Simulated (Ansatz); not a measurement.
# Lattice dynamics of Ti2CF2 monolayer

Aim: the phonons of Ti2CF2 monolayer at a cell relaxed beforehand at this level. After the zone centre comes a 4×4×1 q mesh on a 20×20×1 k mesh.

Main program and level: Ansatz 0.2.0; DFT PBE, scalar-relativistic, plane waves, PAW.

## Step 1: Starting point

The cell holds 5 atoms: 1 C, 2 Ti and 2 F. Its edges and angles: a = 3.055 Å, b = 3.055 Å, c = 33.200 Å, α = 90.0°, β = 90.0°, γ = 120.0°. Vacuum lies along c.

## Step 2: Modes at Γ

The cell comes from relaxations at this level that are not shown. The zone centre comes first: it holds the modes that light can see, as far as symmetry allows. No field response is asked, since the mesh shows no gap.

input.yaml reads:

```yaml
crystal:
  lattice:
    - [3.0549589349, 0.0, 0.0]
    - [-1.5274794675, 2.6456720451, 0.0]
    - [0.0, 0.0, 33.2]
  atoms:
    - { symbol: C, position: [0.0, 0.0, 0.3012048193] }
    - { symbol: Ti, position: [0.3333333333, 0.6666666667, 0.3354314109] }
    - { symbol: Ti, position: [0.6666666667, 0.3333333333, 0.2669782277] }
    - { symbol: F, position: [0.6666666667, 0.3333333333, 0.3731628131] }
    - { symbol: F, position: [0.3333333333, 0.6666666667, 0.2292468255] }
  periodic: [true, true, false]
kpoints:
  mp_grid: { grid: [18, 18, 1] }
hamiltonian:
  xc: pbe
scf:
  occupations: { method: methfessel_paxton, width: 0.15 }
output:
  eigenvalues: true
phonons:
  method: dfpt
```

Command:

```
$ ansatz run input.yaml --threads 8 --pin off --max-ram 14336MiB --backend cpu --events-out ev --progress --plain --runs-dir out
```

Planned after this: phonons on a q mesh; isotope substitution, element C, natural mass 12.011 amu; another isotope, element Ti, natural mass 47.867 amu. Settings of the main run: cutoff 420 eV, 20×20×1 k-mesh, 4×4×1 q-mesh, Methfessel-Paxton occupations, smearing width 0.15 eV.

Q: Predict the highest optical mode at the zone centre and lowest optical zone-centre mode.

At high temperature every mode holds k_B, so the heat capacity tends to 3R = 24.94 J/(mol K) a mole of atoms; it reaches 24.29 at 1000 K. The structure is a minimum as far as tested: no mode is imaginary at the 4 irreducible wavevectors of the 4×4×1 mesh, and the softest away from the acoustic zeros lies at 113 cm⁻¹. The optical modes at Γ span 193 to 675 cm⁻¹.

- electronic character: no gap on this mesh
- highest optical mode at the zone centre (no LO-TO term): 675 cm⁻¹
- lowest optical zone-centre mode: 193 cm⁻¹
- lowest mode on the q mesh (acoustic modes at Γ apart): 113 cm⁻¹
- highest frequency on the path or at a solved wavevector: 678 cm⁻¹
- heat capacity at 300 K: 19.6 J/(mol atoms K)
- imaginary modes on the 4×4×1 q mesh: none

The highest mode in this list at Γ, 675.4 cm⁻¹, is mostly motion of C (90 % of the kinetic energy). With no gap, or one that is small against the smearing, the frequencies hang on the k mesh and the smearing, most of all near Kohn anomalies. In a sheet or slab the interpolated bending branch near Γ is rough, since the rotational sum rule isn't imposed. The starting cell was built on a prototype and not taken from a measurement. These are harmonic frequencies at zero temperature: anharmonic shifts, linewidths and thermal expansion are left out.

[Logs are printed without paths, hosts, clocks, repeated set-up lines and the standing remarks that a program may print on its own settings, such as how far it seeks lower states.]

[Hosts, paths, dates, database ids (printed as entryN), source tags and the programs' standing remarks are cut or masked in the printed files.]
